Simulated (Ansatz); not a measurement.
## Lattice dynamics of Al (Fm-3m, 1 atom in the cell)

Aim: the phonons of Al (Fm-3m, 1 atom in the cell) at a cell relaxed beforehand at this level.

Calculated with Ansatz 0.2.0; DFT LDA, scalar-relativistic, plane waves, norm-conserving pseudopotentials.

### Step 1. The starting structure

The structure is cubic, space group Fm-3m (No. 225). Conventional cell: a = 3.978 Å, b = 3.978 Å, c = 3.978 Å, α = 90.00°, β = 90.00°, γ = 90.00°. Nearest to Al lie 12 Al at 2.81 Å.

### Step 2. Response at finite wavevector

The cell comes from relaxations at this level that are not shown. Stability and thermal properties need the whole zone. Linear response on a 4×4×4 q mesh gives force constants as far as a supercell of that size would.

input.yaml

```yaml
crystal:
  lattice:
    - [0.0, 1.9888943898, 1.9888943898]
    - [1.9888943898, 0.0, 1.9888943898]
    - [1.9888943898, 1.9888943898, 0.0]
  atoms:
    - { symbol: Al, position: [0.0, 0.0, 0.0] }
kpoints:
  mp_grid: { grid: [20, 20, 20] }
hamiltonian:
  xc: lda
  pseudopotentials: { kind: nc }
scf:
  occupations: { method: methfessel_paxton, width: 0.2 }
output:
  eigenvalues: true
phonons:
  method: dfpt
  qmesh: [4, 4, 4]
  temperatures: { t_max: 1000, t_step: 50 }
  qpath:
    path:
      - [[0.0, 0.0, 0.0], [0.5, 0.0, 0.5], [0.625, 0.25, 0.625]]
      - [[0.375, 0.375, 0.75], [0.0, 0.0, 0.0], [0.5, 0.5, 0.5], [0.5, 0.25, 0.75], [0.5, 0.0, 0.5]]
    npoints: 10
```

The run is started by

```
$ ansatz run input.yaml --threads 4 --pin off --max-ram 10240MiB --backend cpu --events-out ev --progress --plain --runs-dir out
```

Log:

```text
Engine: ansatz 0.2.0, aarch64-unknown-linux-gnu
Pseudopotentials: kind: nc
Pseudopotential: Al, nc, valence charge 3, recommended cutoff 598.650497 eV (normal), Al.nc.azcp (PseudoDojo's, or run here from an input of PseudoDojo's: the run reads no file of this project's for it)
Functional definition: SPW92
  exchange = slater_x
  correlation = pw_c
Crystal: 1 atoms, lattice volume = 15.735 Å³
Basis set: ecut = 598.650497 eV, 531 PW (Γ), exchange–correlation on 48×48×48 points (8 copies of the dense FFT grid, shifted against one another)
Bands: 6, of which v1, the nominal top of the filled ones, is band 2 counted from 1 (1 counted from 0)
Symmetry: 48 space group operations
k-points: 256 of 8000
Non-local potential: Al, projectors of the file, l = 0: 2, l = 1: 2, l = 2: 2
Initial density: superposition of atomic densities (chi_scale 0.1, normalization cell)
Initial wavefunctions: pseudopotential atomic-orbital guess
Functional: x = slater, c = lda
SCF iter   1: F=—  HF=-64.330390 eV  |F-HF|=—  |Δ(HF+E_count)|=         —  Δρ=2.22e-2  dr2=7.44e-2  ethr=3.10e-3  ⟨swp⟩=5.4  Hψ=14618  notcnv=0
preconditioner: auto → none  [metal: Δε(μ)=0.020 eV  Ē_g=13.589 eV  σ=0.200 eV  W_gap=0.08  n_scr=0 (ndim 8)  ℏωp=16.2 eV  f_vac=0.000  D(μ)=0.43/eV (n_scr^D=0)]
SCF iter   2: F=—  HF=-64.309847 eV  |F-HF|=—  |Δ(HF+E_count)|=   2.05e-2  S|Δr|=    0.00e0  Δρ=1.04e-2  dr2=1.62e-2  ethr=2.48e-3  ⟨swp⟩=1.0  Hψ=3584  notcnv=0
SCF iter   3: F=—  HF=-64.304275 eV  |F-HF|=—  |Δ(HF+E_count)|=   5.57e-3  S|Δr|=    0.00e0  Δρ=2.17e-4  dr2=7.18e-6  ethr=5.41e-4  ⟨swp⟩=1.0  Hψ=1430  notcnv=0
SCF iter   4: F=—  HF=-64.304288 eV  |F-HF|=—  |Δ(HF+E_count)|=   1.29e-5  S|Δr|=    0.00e0  Δρ=2.44e-5  dr2=3.15e-8  ethr=2.39e-7  ⟨swp⟩=2.7  Hψ=2052  notcnv=0
SCF iter   5: F=—  HF=-64.304288 eV  |F-HF|=—  |Δ(HF+E_count)|=   1.29e-7  S|Δr|=    0.00e0  Δρ=4.89e-6  dr2=1.01e-9  ethr=1.05e-9  ⟨swp⟩=1.6  Hψ=1596  notcnv=0  defer=2
SCF iter   6: F=-64.304288 eV  HF=-64.304288 eV  |F-HF|=1.99e-13  |Δ(HF+E_count)|=  6.01e-10  S|Δr|=    0.00e0  Δρ=9.33e-8  dr2=1.23e-12  ethr=1.00e-12  ⟨swp⟩=7.5  Hψ=9451  notcnv=0
SCF 1 converged in 6 iterations: F = -64.304288 eV  dr2 = 1.23e-12
NSCF: frozen V_eff on 256 k-points
WARN: eigensolver did not converge in 20 slots of this pass, the one above among them; of largest residual over every band (k=174): 1 band(s) unlocked (lowest unlocked band 5, counted from 0; max residual 5.08e-2 eV among the unlocked bands, 5.08e-2 eV over every band); of lowest unlocked band (k=1): band 5
NSCF: frozen V_eff on 641 k-points
DFPT response loops at q = (0, 0, 0) (fractional): preconditioner auto → Kerker (q_TF=auto, 2.070 Å⁻¹) (partly filled bands, converged f_vac=0.000); β = 1.00, the filter's whole step (`scf.mixing.beta` (0.50) is not read by the response loops under this deck's `scf.mixing.preconditioner`; to damp them name `kerker` or `kerker_dos`, under which they read `scf.mixing.beta`, and type it under 1.00, their step now; both keys bind the ground state too); Broyden in place of MSR1
NSCF: frozen V_eff on 8400 k-points
DFPT response loops at q = (0, 0, 0.25) (fractional): mixed as the last ones told, above
NSCF: frozen V_eff on 4224 k-points
DFPT response loops at q = (0, 0, -0.5) (fractional): mixed as the last ones told, above
NSCF: frozen V_eff on 4420 k-points
DFPT response loops at q = (0, 0.25, 0.25) (fractional): mixed as the last ones told, above
NSCF: frozen V_eff on 16000 k-points
DFPT response loops at q = (0, 0.25, -0.5) (fractional): mixed as the last ones told, above
NSCF: frozen V_eff on 8400 k-points
DFPT response loops at q = (0, 0.25, -0.25) (fractional): mixed as the last ones told, above
NSCF: frozen V_eff on 2332 k-points
DFPT response loops at q = (0, -0.5, -0.5) (fractional): mixed as the last ones told, above
NSCF: frozen V_eff on 4420 k-points
DFPT response loops at q = (0.25, -0.5, -0.25) (fractional): mixed as the last ones told, above
SCF converged after 6 iterations
Stability not checked: this state was not tested for a lower state beside it, because cold or Methfessel-Paxton smearing, or corrected tetrahedra, fill the levels in a way that the test cannot read (fill_not_monotonic; see scf.lower_state_search)
Free energy (F): -64.304288 eV
Harris-Foulkes:  -64.304288 eV  (|F-HF|=1.99e-13)
Internal energy: -64.303932 eV  (E = F + TS)
E sigma→0 (E₀):  -64.304199 eV
Entropy (-TS):   -0.000356 eV (-0.356 meV/atom)
Fermi energy:    8.258902 eV
--- Per-component energies (eV) ---
  E_band       = 10.994367
  E_kinetic    = 24.068851
  E_local      = 5.166656  (includes V_loc(G=0)·N_el)
  E_nonlocal   = 11.651820
  E_hartree    = 0.100596
  E_xc         = -30.604191
  E_vxc        = -30.094151  (∫ρ·V_xc dr)
  E_ewald      = -74.687663
  E_smearing   = -0.000356  (= −TS)
  E_closure    = -0.000000  (closes the sum)
  Σ components = -64.304288   (vs F -64.304288, Δ=0.00e0)
--- Band table (eV; the first three rows and the last of 256) ---
  k-point 0: bands = ["-3.2285", "21.0452", "21.0452", "21.0452", "22.6776", "22.6776"]
  k-point 1: bands = ["-3.1586", "19.7504", "20.7951", "20.7951", "23.0352", "23.0352"]
  k-point 2: bands = ["-2.9489", "17.7408", "20.3438", "20.3438", "23.3645", "23.7908"]
  k-point 255: bands = ["7.3205", "7.3205", "8.3409", "9.4537", "24.3764", "24.3764"]
--- Phonons (Γ-DFPT): 1 representative perturbation + reference (Σ response iterations 2) ---
  ASR residual: 2.345e-5 → 0.000e0 eV/Å²; symmetrization residual: 1.016e-20 eV/Å²
  ASR residual per site (eV/Å²): 2.35e-5
  Γ frequencies (cm⁻¹): 0.00 0.00 0.00
--- Phonons (arbitrary-q DFPT): 8 irreducible q on the 4×4×4 mesh ---
  q = [0.0000, 0.0000, 0.0000] (star 1, of the zone-centre solve; hermiticity 1.73e-26, symmetrization 8.67e-16): -0.00 -0.00 0.00
  q = [0.0000, 0.0000, 0.2500] (star 8, 1 solved perturbation on 4200 of 8000 k-point pairs; hermiticity 1.32e-15, symmetrization 8.38e-15, the responses' own estimated error 5.6e-5 eV/Å²): 114.44 114.44 235.68
  q = [0.0000, 0.0000, -0.5000] (star 4, 1 solved perturbation on 2112 of 8000 k-point pairs; hermiticity 7.93e-11, symmetrization 3.96e-11, the responses' own estimated error 6.8e-5 eV/Å²): 142.90 142.90 331.79
  q = [0.0000, 0.2500, 0.2500] (star 6, 2 solved perturbations in 3420 linear systems a pass and spin channel, the states on 2210 of 8000 k-point pairs; hermiticity 3.38e-16, symmetrization 1.96e-15, the responses' own estimated error 6.2e-5 eV/Å²): 141.85 141.85 243.69
  q = [0.0000, 0.2500, -0.5000] (star 24, 2 solved perturbations in 12200 linear systems a pass and spin channel, the states on 8000 of 8000 k-point pairs; hermiticity 5.36e-8, symmetrization 8.54e-10, the responses' own estimated error 9.3e-5 eV/Å²): 177.24 224.65 298.51
  q = [0.0000, 0.2500, -0.2500] (star 12, 2 solved perturbations in 6410 linear systems a pass and spin channel, the states on 4200 of 8000 k-point pairs; hermiticity 1.54e-15, symmetrization 1.02e-15, the responses' own estimated error 9.0e-5 eV/Å²): 159.83 221.37 282.91
  q = [0.0000, -0.5000, -0.5000] (star 3, 2 solved perturbations in 1807 linear systems a pass and spin channel, the states on 1166 of 8000 k-point pairs; hermiticity 1.03e-10, symmetrization 1.38e-10, the responses' own estimated error 1.0e-4 eV/Å²): 199.11 199.11 330.49
  q = [0.2500, -0.5000, -0.2500] (star 6, 2 solved perturbations in 3326 linear systems a pass and spin channel, the states on 2210 of 8000 k-point pairs; hermiticity 2.80e-9, symmetrization 1.40e-9, the responses' own estimated error 1.2e-4 eV/Å²): 223.42 273.96 273.96
  sum rule: each row above includes the acoustic sum rule's correction from the zone centre's row sums; it moved no ω² by more than (0.49 cm⁻¹)²
  mesh force constants: q→R imaginary residual 0.00e0; ASR residual 2.345e-5 → 0.000e0 eV/Å²; symmetrization residual 2.665e-15 eV/Å²
  interpolated dispersion: 62 rows × 3 modes
  density of states and harmonic sums: on the 28×28×28 q-mesh, interpolated from the force constants of a 4×4×4 supercell (no non-analytic term)
  largest difference from the sums on the solved wave vectors: F 9.36e-3 eV, S 1.34e-5 and C_V 4.03e-6 eV/K
  zero-point energy: 0.039843 eV/cell   skipped modes (ω ≤ 0): 3   left out of the sums: 4.56e-5 of the cell's modes: C_V's classical limit lies that fraction below 3 k_B per atom; for a crystal, a wire or a layer, F and S can be off by more, and a phonons.interpolated_qmesh denser along its periods is the remedy for the sampling
```

The job ended after 41 s (4 threads of Arm Neoverse V2, shared host; peak memory 3.4 GiB).

Reading the cycles: dr2 is the Hartree energy of the density residual (eV), the measure of convergence; HF is the Harris–Foulkes estimate of the energy, which meets the free energy F at convergence.

Numbers from this step:

| Quantity | Value |
| --- | --- |
| volume per atom | 15.73 Å³ |
| gap on the k-mesh | 0 eV |
| sum-rule residual before enforcement | 2.35e-5 eV/Å² |
| lowest frequency on the path | 0 cm⁻¹ |
| highest frequency on the path or at a solved wavevector | 331.8 cm⁻¹ |
| mean frequency | 214.3 cm⁻¹ |
| Debye temperature (second moment) | 415 K |
| logarithmic mean frequency | 203.9 cm⁻¹ |
| lowest mode on the q mesh (acoustic modes at Γ apart) | 114.4 cm⁻¹ |
| zero-point energy per atom | 39.84 meV |
| heat capacity at 300 K | 22.72 J/(mol atoms K) |
| vibrational entropy at 300 K | 26.66 J/(mol atoms K) |

Frequencies (cm⁻¹) solved at each irreducible wavevector; negative means imaginary. Frequencies by wavevector, by row:

```csv
q in reciprocal lattice units,star,mode 1,mode 2,mode 3
0 0 0,1,0,0,0
0 0 0.25,8,114.4,114.4,235.7
0 0 -0.5,4,142.9,142.9,331.8
0 0.25 0.25,6,141.8,141.8,243.7
0 0.25 -0.5,24,177.2,224.7,298.5
0 0.25 -0.25,12,159.8,221.4,282.9
0 -0.5 -0.5,3,199.1,199.1,330.5
0.25 -0.5 -0.25,6,223.4,274,274
```

Interpolated from a 4×4×4 q mesh. Phonon branches along the path, in cm⁻¹:

```csv
point,branch 1,branch 2,branch 3
Γ,0,0,0
halfway,142,142,244
X,199,199,330
halfway,198,221,320
U,192,262,294
jump to K,192,262,294
halfway,135,173,251
Γ,0,0,0
halfway,114,114,236
L,143,143,332
halfway,177,219,308
W,223,274,274
halfway,211,228,312
X,199,199,330
```

The phonon branches as a text plot (rows in cm⁻¹):

```
    325 |           ****                        *****          **
    311 |         **    *                      *     **      **
    297 |        *       **                   *        **   *
    283 |                  ****                          * *
    270 |       *          *   *             *           ***
    256 |                ** *   *                       *
    242 |      *        *                   *          *    **
    228 |              *     **                           **
    214 |    **                  *                    *  *  ***
    200 |           *****      *           *         *  *     ***
    187 |         **     ***                           *
    173 |   *    *          *   * **                * *
    159 |       *            **                    ***
    145 |      *               * *        *    *****
    131 |                       *            **
    118 |  * **                  *  *       *
    104 |                         **     * *
     90 |   *                     **
     76 |                                 *
     62 | **                        **
     48 |                               **
     35 | *                          *
     21 |                               *
      7 |*                            **
         Γ           X  U|K            Γ         L        W     X
```

Tetrahedra on a 28×28×28 mesh, mean over bins of 5 cm-1. Interpolated from a 4×4×4 q mesh. Phonon density of states against wavenumber; read off at these points:

wavenumber (cm⁻¹), phonon density of states (1/cm⁻¹/cell) and a bar:
```
        2     0.0000 
       12     0.0000 
       22     0.0001 
       28     0.0001 
       38     0.0003 
       48     0.0005 #
       58     0.0007 #
       62     0.0009 #
       72     0.0013 #
       82     0.0017 ##
       92     0.0023 ###
      102     0.0031 ####
      108     0.0036 ####
      118     0.0048 ######
      128     0.0066 ########
      138     0.0100 ############
      148     0.0165 ####################
      152     0.0170 ####################
      162     0.0180 #####################
      172     0.0189 ######################
      182     0.0199 #######################
      188     0.0204 ########################
      198     0.0221 ##########################
      208     0.0154 ##################
      218     0.0122 ##############
      228     0.0099 ############
      232     0.0099 ############
      242     0.0099 ############
      252     0.0097 ###########
      262     0.0090 ###########
      272     0.0063 #######
      278     0.0072 #########
      288     0.0220 ##########################
      298     0.0254 ##############################
      308     0.0135 ################
      312     0.0107 #############
      322     0.0061 #######
      332     0.0003
```

Second derivatives of the energy by pair, one row for each kind of neighbour of each atom listed. Each entry sums the pair over the periodic images of the supercell that the q mesh stands for, and in a polar crystal it holds the long-range dipole part too. Force constants by pair, by row:

```csv
atom,neighbour,distance (Å),third of the trace (eV/Å²),along the pair's line (eV/Å²)
Al1,itself,0,4.951,–
Al1,Al,2.813,-0.3857,-1.344
Al1,Al,3.978,-0.0296,-0.1193
Al1,Al,4.872,0.0064,0.0338
Al1,Al,5.625,-0.025,-0.0926
Al1,Al,6.289,-0.0167,-0.035
Al1,Al,6.89,0.0098,0.0098
```

Harmonic thermodynamic functions per atom, from the density of states. Interpolated from a 4×4×4 q mesh. Thermodynamic functions, by row:

```
T (K)  F_vib (meV/atom)  S (J/mol-atom/K)  C_V (J/mol-atom/K)
    0             39.84                 0                   0
   50             39.72              1.07               3.381
  100             37.93             6.269               12.31
  200             25.21             17.87               20.35
  300              1.91             26.66               22.72
  400            -29.32             33.34               23.66
  500            -66.73             38.67               24.11
  600            -109.2             43.09               24.36
  700            -155.8             46.86               24.51
  800            -206.1             50.14               24.61
  900            -259.6             53.04               24.68
 1000              -316             55.64               24.73
```

Harmonic mean-square displacement, third of the trace. Interpolated from a 4×4×4 q mesh. Mean square displacements, by row:

```csv
T (K),Al1 U_eq (Å²)
0,0.00326
100,0.00411
300,0.00892
600,0.01711
```

Symmetry leaves 8 wavevectors to solve. The lowest mode among them, the acoustic zeros apart, lies at q = (0, 0, 0.25) and is real, 114 cm⁻¹.

### Step 3. What came out

```yaml
space_group_within_0p01_a: Fm-3m
volume_per_atom: 15.7 Å³
electronic_character: no gap on this mesh
lowest_mode_on_the_q_mesh_acoustic_modes_at_gamma_apart: 114 cm⁻¹
highest_frequency_on_the_path_or_at_a_solved_wavevector: 332 cm⁻¹
zero_point_energy_per_atom: 39.8 meV
heat_capacity_at_300_k: 22.7 J/(mol atoms K)
vibrational_entropy_at_300_k: 26.7 J/(mol atoms K)
debye_temperature_second_moment: 415 K
imaginary_modes_on_the_4x4x4_q_mesh: none
```

**Reading.** The structure is a minimum as far as tested: no mode is imaginary at the 8 irreducible wavevectors of the 4×4×4 mesh, and the softest away from the acoustic zeros lies at 114 cm⁻¹. With no gap, or one that is small against the smearing, the frequencies hang on the k mesh and the smearing, most of all near Kohn anomalies. A phonon run warned that its eigensolver left some bands unconverged in a pass. These are harmonic frequencies at zero temperature: anharmonic shifts, linewidths and thermal expansion are left out.

[Logs are printed without paths, hosts, clocks, repeated set-up lines and the standing remarks that a program may print on its own settings, such as how far it seeks lower states.]

[Hosts, paths, dates, database ids (printed as entryN), source tags and the programs' standing remarks are cut or masked in the printed files.]
